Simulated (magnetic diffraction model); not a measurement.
## Which magnetic order? HoGaH6

Space group R-3m (no. 166), a = 6.3800 Å, c = 6.1760 Å.

| site | atom | x | y | z |
| --- | --- | --- | --- | --- |
| 3b | Ho | 0 | 0 | 1/2 |
| 3a | Ga | 0 | 0 | 0 |
| 18h | H | 0.2134 | 0.4267 | 0.4911 |

This is a made-up structure (elements placed in a structure type, unrelaxed), so the numbers test the method and describe no known phase.

Only Ho is taken to order (form factors of Ho3+); orders and moment sizes are assumed, and not adapted to the symmetry. Radiation: neutrons of λ = 1.594 Å, 3° to 75°; isotropic B of 0.49 Å² (Ho), 0.82 Å² (Ga) and 1.13 Å² (H). The intensities are simulated: I ∝ L Σ (|F_N|² + |F_M⊥|²) for unpolarised neutrons, with F_M = 2.695 fm/μB × Σ f(s) S exp(2πi Q·r) exp(−B s²) at Q = H ± k (one set where k and −k are equivalent), only the part normal to Q counting and L = 1/(sin²θ cos θ). For collinear order S is the moment m, which repeats by lattice and centring translations R with the sign exp(−2πi k·R). Form factors are spin-only for 3d ions and dipole or tabulated for f ions, scattering lengths are Sears's of 1992, and absorption is left out. A label names one of the reflections at its angle. The strongest nuclear line in the range is 100, and lines under 0.2 are left out.

Above the ordering temperature:

```csv
2θ (°),index,I
22.32,(1 0 1),6.4
28.94,(1 1 0),100.0
34.40,(0 1 2),92.8
36.85,(0 2 1),21.7
45.55,(2 0 2),70.6
45.55,(0 0 3),19.8
47.52,(2 1 1),35.1
51.28,(3 0 0),74.8
54.87,(1 2 2),1.4
54.87,(1 1 3),1.6
59.96,(2 2 0),10.0
64.81,(1 3 1),10.1
64.82,(1 0 4),18.9
70.99,(3 1 2),59.0
70.99,(3 0 3),17.0
72.49,(4 0 1),1.7
72.50,(0 2 4),41.7
```

Below it (cell unchanged):

```csv
2θ (°),I
22.32,100.7
28.94,160.8
34.40,123.8
36.85,54.1
45.55,87.8
45.55,24.4
47.52,69.5
51.28,89.2
54.87,23.0
54.87,20.4
59.96,19.3
64.81,24.7
64.82,24.2
70.99,69.7
70.99,26.8
72.49,7.0
72.50,45.8
```

**Question.** Find the propagation vector, then choose among these models:
A. collinear moments along [101], 6.4 μB on Ho
B. collinear moments along [100], 6.4 μB on Ho
C. collinear moments along [001], 6.4 μB on Ho

No line moves, and magnetic intensity falls on nuclear lines such as the one at 22.32°, so the magnetic cell equals the chemical primitive cell: k = 0.

Magnetic intensity, observed (below minus above) and for each model:

| 2θ (°) | index | observed | A | B | C |
| --- | --- | --- | --- | --- | --- |
| 22.32 | (1 0 1) | 94.3 | 94.3 | 106.2 | 81.7 |
| 28.94 | (1 1 0) | 60.8 | 60.8 | 41.0 | 81.9 |
| 34.40 | (0 1 2) | 31.0 | 31.0 | 48.0 | 13.0 |
| 36.85 | (0 2 1) | 32.4 | 32.4 | 26.8 | 38.3 |
| 45.55 | (0 0 3) | 4.6 | 4.6 | 8.9 | <0.2 |
| 47.52 | (2 1 1) | 34.4 | 34.4 | 26.4 | 42.9 |
| 51.28 | (3 0 0) | 14.4 | 14.4 | 9.7 | 19.4 |
| 54.87 | (1 1 3) | 18.8 | 18.8 | 27.5 | 9.5 |

Model A matches.

The structure used: k = (0 0 0), collinear moments along [101], 6.4 μB on Ho.

[Logs are printed without paths, hosts, clocks, repeated set-up lines and the standing remarks that a program may print on its own settings, such as how far it seeks lower states.]
